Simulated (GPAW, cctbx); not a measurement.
# Bonding in POsPt as X-rays see it

Question: by how much does bonding change the X-ray structure factors of POsPt, how firmly does DFT give the change, and what does a routine refinement make of it?

The start was made by putting kin elements into a known structure type; the compound need not exist, or be stable, in this form. All numbers below are calculated.

## Step 1: Relax the structure

The density hangs on the geometry, so cell and atoms are relaxed first, with the symmetry held. The cutoff is set higher than for the density because stress converges slowly with plane waves.

Settings: GPAW 26.7.0, PBE, 570 eV, 5×4×4 k-points (along the axes of the calculation cell), Fermi–Dirac width 0.1 eV, BFGS to 0.03 eV/Å.

```text
cell
1.0
     0.000000000    0.000000000    3.680000000
     5.890000000    0.000000000    0.000000000
    -2.945000000    5.100889628    0.000000000
Pt Os P
3 3 3
Direct
0.500000000 0.419000000 0.000000000
0.500000000 0.581000000 0.581000000
0.500000000 0.000000000 0.419000000
0.000000000 0.748800000 0.000000000
0.000000000 0.251200000 0.251200000
0.000000000 0.000000000 0.748800000
0.500000000 0.000000000 0.000000000
0.000000000 0.666666667 0.333333333
0.000000000 0.333333333 0.666666667
```

```console
$ OMP_NUM_THREADS=1 mpirun -n 4 gpaw python run.py > gpaw.log
```

```text
BFGS:    0      -65.664363        4.897976
BFGS:    1      -66.736492        4.060302
BFGS:    2      -68.157711        2.581265
BFGS:    3      -68.968823        1.305525
...
BFGS:   16      -69.420434        0.069393
BFGS:   17      -69.421940        0.031508
BFGS:   18      -69.422186        0.007477
cell  3.7430 6.3298 6.3298  120.00 90.00 90.00
volume 129.877 A^3, largest force 0.005 eV/A, largest stress 0.08 GPa
```

The cell moved far, while the k-mesh and basis were chosen for the start, so the final shape may be somewhat biased.

After 18 steps the volume has changed by +17.5 % and the energy by -3.758 eV; the largest stress left is 0.08 GPa. It took 6.5 min on 4 cores of Arm Neoverse V2 (shared host), peak memory 1.4 GiB.

Relaxed structure: P-62m (no. 189), a = 6.3298 Å, b = 6.3298 Å, c = 3.7430 Å, α = 90.00°, β = 90.00°, γ = 120.00°.

```csv
atom,mult.,x,y,z
Pt1,3,0.3733,0,1/2
Os1,3,0.7178,0,0
P1,1,0,0,1/2
P2,2,2/3,1/3,0
```

## Step 2: Density and charge transfer

X-rays see the whole electron density, so the PAW density is rebuilt with its core regions. Subtracting spherical free atoms from the same code cancels the cores and leaves the deformation density Δρ, the part due to bonding.

Settings: PBE, 450 eV, 6×4×4 k-points (along the axes of the calculation cell), Fermi–Dirac width 0.1 eV; primitive cell of 9 atoms.

```console
$ OMP_NUM_THREADS=1 mpirun -n 4 gpaw python run.py > gpaw.log
```

```text
|iter:   1|       0s |  -72.728748 | +0.70 |       |
|iter:   2|       1s |  -71.283384 | -0.58 | -1.11 |
|iter:   3|       2s |  -69.364001 | -1.08 | -1.24 |
...
|iter:  11|      13s |  -69.234049c| -6.31 | -4.66c|
|iter:  12|      14s |  -69.234050c| -7.04 | -5.17c|
|iter:  13|      16s |  -69.234048c| -7.60c| -5.67c|
```

```text
grid (40, 64, 64)  electrons 507.000  moved by bonding 2.060 e
deformation density beyond 0.5 A of the nuclei: max 0.190, min -0.307 e/A^3
atom        x       y       z   Voronoi charge  moment
Pt1    0.5000  0.3733  0.0000      0.157       0.00
Pt2    0.5000  0.6267  0.6267      0.157       0.00
Pt3    0.5000  0.0000  0.3733      0.157       0.00
Os4    0.0000  0.7178  0.0000     -0.060       0.00
Os5    0.0000  0.2822  0.2822     -0.060       0.00
Os6    0.0000  0.0000  0.7178     -0.060       0.00
P 7    0.5000  0.0000  0.0000     -0.102       0.00
P 8    0.0000  0.6667  0.3333     -0.094       0.00
P 9    0.0000  0.3333  0.6667     -0.094       0.00
mean inner potential of superposed free atoms 31.092 V
total magnetic moment 0.000 muB
```

Deformation density in a plane through the shortest contact of the Os atom at the origin, in 0.01 e/Å³ (clipped at ±99); x from -1.6 to 3.9 Å, y from 2.4 down to -2.4 Å:

```text
 19   9   .   .   0   4   2   0  -1  -1  -1  -6  -3   9   .   9
  9   0   .   .  -8  -5  -2  -1  -1  -1  -2  -5   6   .   .  -6
  0  -5  -3   8   7   2  -1  -1  -2  -1  -1   1   9 -14   .  -7
 -2  -1   7  18  16   6   1  -1  -1  -2   1   9  12   2   1   1
 -1   0   5   9   2   1   0   1   2  -3  -3  10  18  12   3   0
 -1  -2  -1  12   .   1   0   6  11   0  -7   .   5   3   1  -1
 -1  -4  -7   2   .   . -12  11  19   8   .   .  -8  -5  -2  -2
 -1  -2  -5   9   .   7  10   9  11   0  -7   .   4   3   1  -1
 -1   0  -1   0  -2  -6  -3   1   1  -3  -3  10  18  13   3  -2
  0   1   0   0  -3  -4  -2  -1  -1  -2   1   9  10   6   8  -4
  0   1   1   0   0  -1  -1  -1  -2  -1   0   1  -1 -18   .   0
  0   0  -1  -2  -5  -4  -2  -1  -2  -1   0   0   5   .   .   5
 -1  -4   3   8  -4  -4  -2   0  -2  -1   4   6  -2 -10   .   0
```

Atoms in or within 0.15 Å of the plane: Os (0.0, 0.0), Os (3.4, 2.0), Os (3.4, -2.0), P (2.3, 0.0), P (-0.6, 2.2) Å. Dots mark points within about 0.45 Å of a nucleus; large values next to them are atomic features.

P gains most (-0.10 e) and Pt loses most (+0.16 e), in averages over each element's sites, which isn't the order of electronegativity: valence and coordination count too, and Voronoi cells cut space at the midplane whatever the atoms' sizes. Such charges fall far short of formal ones, since overlapping free atoms already put density on their neighbours. Along the shortest contact from the Os atom at the map's origin, Os–P at 2.29 Å, Δρ is +0.17 e/Å³ at the midpoint and highest, +0.19, 1.31 Å from Os (points within 0.5 Å of a nucleus left out): a bond charge, the mark of covalency, pulled towards P. At the midpoints of other shortest contacts it is +0.09 (Pt–P, 2.36 Å), +0.04 (Pt–Os, 2.84 Å) and 0.00 (Os–Os, 3.09 Å) e/Å³. Point values carry grid noise of about 0.01 e/Å³. The run needed 13 iterations, 26 s.

## Step 3: From the density to structure factors

The Fourier components of Δρ, added to those of the free atoms, give the static X-ray structure factors; the Mott–Bethe relation turns them into the Fourier components V of the potential that fast electrons feel.

```text
static structure factors of the conventional cell: F in electrons, V (Mott-Bethe) in volts
   h  k  l      d  |F| table  |F| free   |F| DFT   change   |V| free  |V| DFT  change %
   1  0  0  5.4818    13.516    13.527    13.559    0.033     0.830    0.796     -4.2
   0  0  1  3.7430     5.290     5.441     6.049    0.608     1.760    1.459    -17.1
   1  1  0  3.1649   154.285   154.122   154.038   -0.084     4.394    4.418      0.6
   1  0  1  3.0911    45.279    45.205    45.038   -0.167     0.465    0.522     12.1
   2  0  0  2.7409     9.874     9.854     9.690   -0.164     0.301    0.344     14.5
   1  1  1  2.4168   310.152   309.958   309.712   -0.246    12.209   12.260      0.4
   2  0  1  2.2114   133.248   133.190   132.846   -0.344     6.081    6.140      1.0
   2  1  0  2.0719   150.840   150.675   150.343   -0.332     5.524    5.575      0.9
   0  0  2  1.8715   388.243   387.788   387.422   -0.366    14.736   14.781      0.3
   3  0  0  1.8273   301.765   301.412   300.558   -0.854    11.554   11.655      0.9
   2  1  1  1.8127    56.080    56.008    55.781   -0.227     2.669    2.697      1.0
   1  0  2  1.7711    10.935    10.898    10.685   -0.212     0.378    0.401      6.2
   3  0  1  1.6420    13.241    13.291    13.335    0.044     0.070    0.066     -6.0
   1  1  2  1.6109   131.465   131.220   131.080   -0.140     3.235    3.247      0.4
```

The largest X-ray change is -0.85 e on 300, 0.3 % of |F|. For electrons V goes as (Z − F)/g², so a change of F counts against Z − F, which is small at low angle and wherever the atoms' terms cancel: |V| of 001 moves by -17.1 % (1.76 to 1.46 V) against +11.2 % in |F|. The tabulated Hartree–Fock atoms differ from the free DFT atoms by up to 0.45 e, so the choice of reference atom matters too.

## Step 4: The functional ladder

The same geometry is run with other functionals, to see whether the bonding signal is larger than the spread between approximations. Free atoms are LDA for LDA and PBE otherwise. Any other changed setting is in the row's label.

| run | ΔF 300 (e) | ΔF 001 (e) | ΔF 002 (e) | q(P) (e) | moved (e) | time |
| --- | --- | --- | --- | --- | --- | --- |
| PBE | -0.854 | +0.608 | -0.366 | -0.097 | 2.060 | 26 s |
| LDA | -0.865 | +0.595 | -0.371 | -0.085 | 2.014 | 25 s |
| revPBE | -0.856 | +0.606 | -0.365 | -0.097 | 2.069 | 26 s |

At the base's settings ΔF(300) spans -0.865 to -0.854 e, a spread of 1 % of the PBE value; over the three listed reflections the spread is at most 2 %, so sign and size hold across the functionals. Times are from shared hosts.

## Step 5: What a spherical-atom refinement makes of it

Routine crystallography fits spherical atoms. To see the bias, intensities are simulated from tabulated atoms plus the DFT change ΔF, so that bonding alone can misfit (4370 reflections of the full sphere, merged to the counts below, to 0.5 Å, 0.5 % proportional noise plus counting noise, assumed isotropic U as listed, Δρ smeared by the mean U) and refined with cctbx over different ranges.

| range | data | R1 | GooF | U Pt1 (true 0.0031) | U Os1 (true 0.0032) | U P1 (true 0.0056) | U P2 (true 0.0056) | largest shift (Å) | Δρ max, min (e/Å³) |
| --- | --- | --- | --- | --- | --- | --- | --- | --- | --- |
| all data | 443 | 0.0032 | 0.98 | 0.0031 | 0.0032 | 0.0055 | 0.0056 | 0.0001 | 0.50, -0.45 |
| low resolution, d > 0.84 | 105 | 0.0029 | 1.15 | 0.0031 | 0.0032 | 0.0060 | 0.0057 | 0.0001 | 0.24, -0.32 |
| high order, d < 0.75 | 300 | 0.0033 | 0.92 | 0.0031 | 0.0032 | 0.0054 | 0.0056 | 0.0002 | 0.39, -0.40 |
| occupancies free, d > 0.7 | 175 | 0.0030 | 1.10 | 0.0031 | 0.0032 | 0.0051 | 0.0060 | 0.0001 | 0.28, -0.36 |

With all data GooF is 0.98, so at this noise the bonding hardly shows; the top residual peak lies 0.61 Å from Pt and 2.38 Å from P. No U is off by more than 3 s.u. at low resolution. With Pt1 held at 1 and the scale free, the other occupancies refine to Os1 1.000(0.002), P1 0.990(0.010) and P2 1.004(0.008), within three s.u. of full.

## Step 6: Answer

Bonding moves 2.06 e in the primitive cell of POsPt and changes the structure factors of the conventional cell in the table above by at most 0.85 e (300, 0.3 %), and among reflections above 2 % of the strongest by up to 1.9 % (102). The shortest bond, Os–P, has Δρ = +0.17 e/Å³ at its midpoint, a covalent bond charge. At the base's settings ΔF(300) spans -0.865 to -0.854 e, a spread of 1 % of the PBE value; over the three listed reflections the spread is at most 2 %, so sign and size hold across the functionals. With all data GooF is 0.98, so at this noise the bonding hardly shows. Limits: static density, frozen cores, no spin–orbit coupling.

[Outputs are excerpts: Python notices, other lines and further rows are left out; steps that failed or that the build refused (PBEsol, TPSS) are not shown.]

[Logs are printed without paths, hosts, clocks, repeated set-up lines and the standing remarks that a program may print on its own settings, such as how far it seeks lower states.]
